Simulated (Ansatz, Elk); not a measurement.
# How far do independent atoms describe TiB6?

Structure refinements treat a crystal as free atoms side by side. For a made-up structure of TiB6 (cell and positions from a PBE relaxation) the runs below show what the calculated density changes in F(hkl).

Method: DFT, PBE, all-electron APW+lo, Dirac cores, scalar-relativistic bands, static density, no spin, in Elk 11.2.3 (patched build).

This account leaves out most program logs.

The structure was built from a prototype and need not be the compound's stable phase.

## 1. Starting point

It takes space group Pm-3m (No. 221, cubic). Conventional cell: a = 4.054 Å, b = 4.054 Å, c = 4.054 Å, α = 90.00°, β = 90.00°, γ = 90.00°. Ti has 24 B at 2.98 Å nearest. B has 6 B at 1.61 to 2.45 Å and 4 Ti at 2.98 Å nearest. Farther neighbours are not listed.

## 2. Ground state and structure factors

An all-electron density is needed, since X-rays see the cores too. Task 0 finds the density and task 195 Fourier-transforms it; tshift is off so that phases refer to the origin typed.

Input file elk.in:

```
tasks
  0
  195

xctype
  20

spinpol
  .false.

rgkmax
  7.0

gmaxvr
  14.0

lmaxo
  7

lmaxapw
  8

swidth
  0.002

tshift
  .false.

ramdisk
  .false.

hmaxvr
  5.5

maxscl
  120

epspot
  1e-06

sppath
  './'

avec
  7.66075008318 0.00000000000 0.00000000000
  0.00000000000 7.66075008318 -0.00000000000
  0.00000000000 -0.00000000000 7.66075008318

atoms
  2
  'Ti.in'
  1
  0.0000000000 -0.0000000000 0.0000000000   0.000000 0.000000 0.000000
  'B.in'
  6
  0.5000000000 0.5000000000 0.8020050886   0.000000 0.000000 0.000000
  0.5000000000 0.5000000000 0.1979949114   0.000000 0.000000 0.000000
  0.5000000000 0.8020050886 0.5000000000   0.000000 0.000000 0.000000
  0.8020050886 0.5000000000 0.5000000000   0.000000 0.000000 0.000000
  0.5000000000 0.1979949114 0.5000000000   0.000000 0.000000 0.000000
  0.1979949114 0.5000000000 0.5000000000   0.000000 0.000000 0.000000

ngridk
  6 6 6
```

Command:

```sh
OMP_NUM_THREADS=4 elk
```

Elapsed: 15 s, on 4 threads of AMD EPYC 9B45 (Zen 5), shared host; peak memory 0.21 GiB.

SFACRHO.OUT:

```text

h k l indices transformed by vhmat matrix:
   1.000000000       0.000000000       0.000000000    
   0.000000000       1.000000000       0.000000000    
   0.000000000       0.000000000       1.000000000    

      h      k      l  multipl.   |H|            Re(F)            Im(F)           |F|

      0      0      0      1   0.0000000       51.999999     -0.48130128E-16   51.999999    
     -1      0      0      6  0.82017886       5.2745034     -0.15598187E-14   5.2745034    
      1     -1      0     12   1.1599081       19.064142      -0.0000000       19.064142    
     -1     -1     -1      8   1.4205915       20.983824      0.19497734E-14   20.983824    
      0      0     -2      6   1.6403577       20.689943      0.15263245E-14   20.689943    
     -1     -2      0     24   1.8339757       14.269156     -0.77990937E-15   14.269156    
      1     -2      1     24   2.0090197       7.2404473     -0.23397281E-14   7.2404473    
      0      2     -2     12   2.3198161       10.100953      0.17297263E-14   10.100953    
      0     -3      0      6   2.4605366       1.8895101      0.92368356E-14   1.8895101    
     -1      2     -2     24   2.4605366       18.108226     -0.15598187E-14   18.108226    
      3      1      0     24   2.5936333       16.031610      0.29246601E-14   16.031610    
      1     -3      1     24   2.7202256       10.424201     -0.33146148E-14   10.424201    
     -2      2      2      8   2.8411829       2.5840105      0.37045695E-14   2.5840105    
     -3      2      0     24   2.9571970       6.6632069      -0.0000000       6.6632069    
     -3      1      2     48   3.0688283       8.7143407      0.33146148E-14   8.7143407    
      0     -4      0      6   3.2807155       16.432344      0.35626030E-14   16.432344    
      2     -2     -3     24   3.3816841       11.214784      -0.0000000       11.214784    
      4     -1      0     24   3.3816841       6.2900969      0.19497734E-14   6.2900969
```

Elk indexes on the primitive cell of elk.in and gives |H| = 4π sin θ/λ in inverse bohr. Below, one row stands for each form hkl of the conventional cell (m members, Friedel mates merged), F is for one primitive cell and the density is static (no thermal factor). Free-atom factors are Waasmaier and Kirfel's, and R is Σm||F|−|F'||/Σm|F|.

| hkl | m | sin θ/λ (Å⁻¹) | abs F, DFT | neutral atoms | diff. |
| --- | --- | --- | --- | --- | --- |
| 100 | 6 | 0.123 | 5.274 | 6.112 | -0.838 |
| 110 | 12 | 0.174 | 19.064 | 18.983 | +0.081 |
| 111 | 8 | 0.214 | 20.984 | 20.570 | +0.414 |
| 200 | 6 | 0.247 | 20.690 | 20.183 | +0.507 |
| 210 | 24 | 0.276 | 14.269 | 14.331 | -0.061 |
| 211 | 24 | 0.302 | 7.240 | 7.486 | -0.246 |
| 220 | 12 | 0.349 | 10.101 | 9.862 | +0.239 |
| 300 | 6 | 0.370 | 1.889 | 1.617 | +0.273 |
| 221 | 24 | 0.370 | 18.108 | 18.154 | -0.046 |
| 310 | 24 | 0.390 | 16.032 | 16.193 | -0.161 |
| 311 | 24 | 0.409 | 10.424 | 10.044 | +0.380 |
| 222 | 8 | 0.427 | 2.584 | 2.550 | +0.034 |
| 320 | 24 | 0.445 | 6.663 | 6.683 | -0.019 |
| 321 | 48 | 0.462 | 8.714 | 8.827 | -0.113 |

## 3. The highest occupied states alone

An energy window below the Fermi level keeps the highest occupied states, to see at which angles they scatter; shallow core shells can lie inside it and anion s states outside. No new self-consistency is needed.

Changes to elk.in since step 2:

```diff
@@ -1,3 +1,2 @@
 tasks
-  0
   195
@@ -40,2 +39,5 @@
 
+wsfac
+  -0.072430 0.595070
+
 sppath
```

Command:

```sh
OMP_NUM_THREADS=4 elk
```

It took 2.6 s on 4 threads; peak memory 0.16 GiB.

States within 10 eV below the Fermi level hold 19.14 electrons; any levels below the window count with the cores, and a count that is not whole means the window cuts a band. Their amplitudes can exceed the total, where window and core parts have opposite phase:

| hkl | sin θ/λ (Å⁻¹) | abs F, window | abs F, all |
| --- | --- | --- | --- |
| 100 | 0.123 | 3.533 | 5.274 |
| 110 | 0.174 | 1.251 | 19.064 |
| 111 | 0.214 | 2.826 | 20.984 |
| 200 | 0.247 | 1.883 | 20.690 |
| 210 | 0.276 | 0.650 | 14.269 |
| 211 | 0.302 | 0.304 | 7.240 |
| 220 | 0.349 | 0.508 | 10.101 |
| 300 | 0.370 | 0.445 | 1.889 |
| 221 | 0.370 | 0.279 | 18.108 |
| 310 | 0.390 | 0.089 | 16.032 |

## 4. Another functional

The difference from free atoms is small, so it is set against the change that PBEsol makes.

Changes to elk.in since step 3:

```diff
@@ -1,2 +1,3 @@
 tasks
+  0
   195
@@ -4,3 +5,3 @@
 xctype
-  20
+  22
 
@@ -39,5 +40,2 @@
 
-wsfac
-  -0.072430 0.595070
-
 sppath
```

Command:

```sh
OMP_NUM_THREADS=4 elk
```

It took 15 s on 4 threads; peak memory 0.21 GiB.

Against the first run R = 0.10 %; the largest change is -0.038 at 111.

## 5. A coarser k-mesh

About half the k-points along each axis test the sampling.

Changes to elk.in since step 4:

```diff
@@ -5,3 +5,3 @@
 xctype
-  22
+  20
 
@@ -63,2 +63,2 @@
 ngridk
-  6 6 6
+  3 3 3
```

Command:

```sh
OMP_NUM_THREADS=4 elk
```

The job ended after 7.1 s (4 threads; peak memory 0.2 GiB).

Against the first run R = 0.01 %; the largest change is -0.010 at 200.

## 6. Settings against the effect

| run | R against the first run (%) | R against neutral atoms, low angle (%) | wall time |
| --- | --- | --- | --- |
| PBE, rgkmax 7 | 0.00 | 1.54 | 15 s |
| PBEsol | 0.10 | 1.52 | 15 s |
| k-mesh 3×3×3 | 0.01 | 1.54 | 7.1 s |

## 7. Summary of results

| Property | Result |
| --- | --- |
| R against neutral atoms, sin θ/λ < 0.3 Å⁻¹ | 1.54 % |
| R against neutral atoms, 0.3 to 0.82 Å⁻¹ | 0.90 % |

What this shows: Independent neutral atoms miss the calculated amplitudes by R = 1.54 % below 0.3 Å⁻¹ and 0.90 % from there to 0.82 Å⁻¹; by shells, 15.89 % below 0.15 Å⁻¹ (1 form), 1.02 % 0.15 to 0.3 (4 forms), 1.62 % 0.3 to 0.45 (8 forms), 0.75 % above 0.45 (38 forms). Bonding, aspherical density and the tables' own atoms all enter these figures, and the runs don't part them. The largest change of an amplitude is -0.84 electrons, at 100. Weak lines can change much in proportion: 300 goes from 1.62 to 1.89. The window's part falls from 19.1 electrons at the origin to at most 0.22 between 0.45 and 0.82 Å⁻¹. Below 0.3 Å⁻¹ the changes that finished (PBEsol and k-mesh 3×3×3) move F by R = 0.13 % at most, against the 1.54 % that separates it from free atoms. The basis has no finished test. These runs have no spin, though d or f shells may be open. Part of the difference isn't bonding: the tables are fits to free atoms and ions calculated by other methods than this functional. Thermal motion, anomalous dispersion and extinction are left out.

[Logs are printed without paths, hosts, clocks, repeated set-up lines and the standing remarks that a program may print on its own settings, such as how far it seeks lower states.]

[Hosts, paths, dates, database ids (printed as entryN), source tags and the programs' standing remarks are cut or masked in the printed files.]
